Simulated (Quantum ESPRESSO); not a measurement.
# Wannier-interpolated electron–phonon scattering in TiC (Fm-3m), part 6 of 6

Wanted: λ, Tc and ρ(T) of TiC (Fm-3m) from Quantum ESPRESSO and EPW.

Quantum ESPRESSO 7.5; DFT PBE, scalar-relativistic, plane waves, PseudoDojo 0.4.1 norm-conserving pseudopotentials.

So far, coupling constant λ: step 8 (coupling and Tc: fine k 16×16×16, q 8×8×8, width 0.15 eV, window 0.61 eV) 0.240; step 12 (coupling and Tc: fine k 26×26×26, q 13×13×13, width 0.1 eV, window 0.41 eV) 0.231; step 14 (coupling and Tc: fine k 26×26×26, q 13×13×13, width 0.05 eV, window 0.3 eV) 0.248.

## 16. Coupling and Tc: fine k 32×32×32, q 16×16×16, width 0.1 eV, window 0.41 eV (run 2)

The stored couplings are read again with μ* set to zero, since McMillan's estimate at μ* = 0.13 was zero and stopped the run before; so the program runs through and adds ω_log; the Tc values of this log are for μ* = 0.

a2f-4b.in reads:

```
--
&inputepw
   prefix = 'x'
   outdir = './tmp'
   dvscf_dir = './save'
   elph = .false.
   etf_mem = 1
   nbndsub = 10
   bands_skipped = 'exclude_bands = 1-4'
   use_ws = .true.
   vme = 'wannier'
   asr_typ = 'crystal'
   nk1 = 9
   nk2 = 9
   nk3 = 9
   nq1 = 3
   nq2 = 3
   nq3 = 3
   amass(1) = 47.867
   amass(2) = 12.011
   epwwrite = .false.
   epwread = .true.
   wannierize = .false.
   nkf1 = 32
   nkf2 = 32
   nkf3 = 32
   nqf1 = 16
   nqf2 = 16
   nqf3 = 16
   mp_mesh_k = .true.
   ephwrite = .false.
   ep_coupling = .false.
   eliashberg = .true.
   liso = .true.
   limag = .true.
   tc_linear = .true.
   tc_linear_solver = 'lapack'
   fsthick = 0.41
   degaussw = 0.1
   degaussq = 0.5
   nqstep = 500
   muc = 0.0
   wscut = 0.3
   nsiter = 500
   nstemp = 7
   temps = 0.5 1.0 2.0 4.0 8.0 16.0 32.0
/
```

Command:

```bash
> OMP_NUM_THREADS=1 mpirun -n 8 epw.x -nk 8 -in a2f-4b.in > a2f-4b.out
```

Output:

```text
[the first part of the log is left out]
               b(2) = (  0.0000  0.0000  0.0000 )
               b(3) = (  0.0000  0.0000  0.0000 )
     Atoms inside the unit cell:
   Cartesian axes
     site n.  atom      mass           positions (a_0 units)
     No symmetry!
     G cutoff =    0.0000  (      0 G-vectors)     FFT grid: (  0,  0,  0)
     number of k points=    0
                       cart. coord. in units 2pi/a_0
     ===================================================================
     Solve isotropic Eliashberg equations
     ===================================================================
     Finish reading freq file
                  Fermi level (eV) =     1.4720998030E+01
     DOS(states/spin/eV/Unit Cell) =     1.6300063626E-01
            Electron smearing (eV) =     1.0000000000E-01
                 Fermi window (eV) =     4.1000000000E-01
     Nr irreducible k-points within the Fermi shell =       111 out of       897
           3 bands within the Fermi window
     Finish reading egnv file
     Max nr of q-points =       388
     Finish reading ikmap files
     Start reading .ephmat files
     Finish reading .ephmat files
     a2f file is found and will be used to estimate initial gap
     Finish reading a2f file
     Electron-phonon coupling strength =    0.2132470
     Estimated Tc using McMillan expression =   1.2614 K for muc =   0.0000
     Estimated Tc using Allen-Dynes modified McMillan expression =   1.2742 K
     Estimated Tc using SISSO machine learning model =   2.2815 K
     Estimated w_log =  48.4302 meV
     Estimated BCS superconducting gap using McMillan Tc =   0.1913 meV
     WARNING WARNING WARNING
     The code may crash since tempsmax =   32.000 K is larger than McMillan Tc =     1.261 K
     Start: Solving (isotropic) linearized Eliashberg equation with solver = lapack
     For the first Temp.    0.50  K
       Total number of frequency points nsiw(     1) =   1108
       Cutoff frequency wscut =     0.3001
     Superconducting transition temp. Tc is the one which has Max. eigenvalue close to 1
      -----------------------------------------------------------------
             Temp.       Max.         nsiw     wscut    Nr. of iters
             (K)       eigenvalue    (itemp)   (eV)      to Converge
      -----------------------------------------------------------------
             0.50      1.2147658     1108      0.3001        1
             1.00      1.0692120      554      0.3002        1
             2.00      0.9242904      277      0.3005        1
             4.00      0.7802296      139      0.3021        1
             8.00      0.6376516       69      0.3010        1
            16.00      0.4967955       35      0.3075        1
            32.00      0.3599449       17      0.3032        1
      -----------------------------------------------------------------
     Finish: Solving (isotropic) linearized Eliashberg equation
```

It took 27 s on 8 MPI ranks of Arm Neoverse N1, shared host.

This step gave:

```yaml
coupling_constant_lambda: 0.2132
log_mean_phonon_energy_omega_log: 48.43 meV
density_of_states_at_the_fermi_level: 0.1630 states/eV a spin and cell
fermi_level_on_the_fine_mesh: 14.72 eV
```

The a2F has structure finer than the step of the table below, so its rows give means over 5 meV, whole bins alone (the curve runs from 0.204 to 101 meV). Peaks (meV: height): 35.2: 0.219, 63.8: 1.06.

The a2F by phonon energy; means over each step:

phonon energy (meV), a2F and a bar:
```
        5       0.00 
       10       0.00 
       15       0.01 
       20       0.01 #
       25       0.01 #
       30       0.04 ##
       35       0.12 #######
       40       0.04 ###
       45       0.03 ##
       50       0.01 
       55       0.00 
       60       0.03 ##
       65       0.49 ##############################
       70       0.16 ##########
       75       0.11 #######
       80       0.05 ###
       85       0.01 #
       90       0.00
```

λ = 0.213 and ħω_log = 48.4 meV, against 0.248 and 49.2 with fine k 26×26×26, q 13×13×13, width 0.05 eV (-14 % in λ).

## 17. What came out

- Wannier functions, band error: 10 functions; 5 meV r.m.s.
- coupling constant λ, fine k 32×32×32, q 16×16×16, width 0.1 eV, window 0.41 eV: 0.213
- ħω_log: 48.4 meV
- Tc at μ* = 0.13, Allen–Dynes: under 1 mK
- resistivity at 300 K, 20×20×20: 24.1 μΩ cm
- resistivity at 300 K, 26×26×26: 21.9 μΩ cm
- resistivity at 300 K, 32×32×32: 17.7 μΩ cm

What this shows: Step 14: Twice the integral of α²F/ω over this curve gives λ = 0.25, half of it from below 64.3 meV. Step 16: The coupling constant from the curve is λ = 0.21; modes below 63.8 meV give half. Step 16: Distinct peaks of the a2F stand at 35.2 and 63.8 meV; the one at 63.8 meV is strongest. On the finest meshes run, TiC (Fm-3m) has λ = 0.21 and a phonon-limited resistivity of 17.7 μΩ cm at 300 K. The last refinement of the mesh moved the resistivity by 19 %, so it is not converged, and no rank of the meshes against a measured value means much. On the finest mesh the adaptive width still reaches 0.27 eV against a window of 0.32 eV; the window, which cuts off final states, was not widened. N(E_F) runs from 0.15 to 0.20 states/eV a spin over these sums; λ is quoted for fine k 32×32×32, q 16×16×16, width 0.1 eV, and it is not converged. Over the sums on sound settings, λ spans 0.213 to 0.248. Between 150 and 500 K the resistivity rises by a factor of 2.86, against 3.33 for a straight line through the origin; phonon scattering should fall faster than that line on cooling, so the temperature dependence is not converged. The rows at 150, 200, 273, 300, 400 and 500 K moved by more than 10 % in the last refinement. The q mesh of ph.x (3×3×3), the k mesh and smearing of the ground state (9×9×9) and EPW's coarse k mesh (9×9×9) were not varied. Only scattering by harmonic phonons counts; impurities, grain boundaries and thermal expansion are left out, and μ* is typed.

[The logs of pw.x and epw.x are selected lines.]

[Logs are printed without paths, hosts, clocks, repeated set-up lines and the standing remarks that a program may print on its own settings, such as how far it seeks lower states.]

[Hosts, paths, dates, database ids (printed as entryN), source tags and the programs' standing remarks are cut or masked in the printed files.]
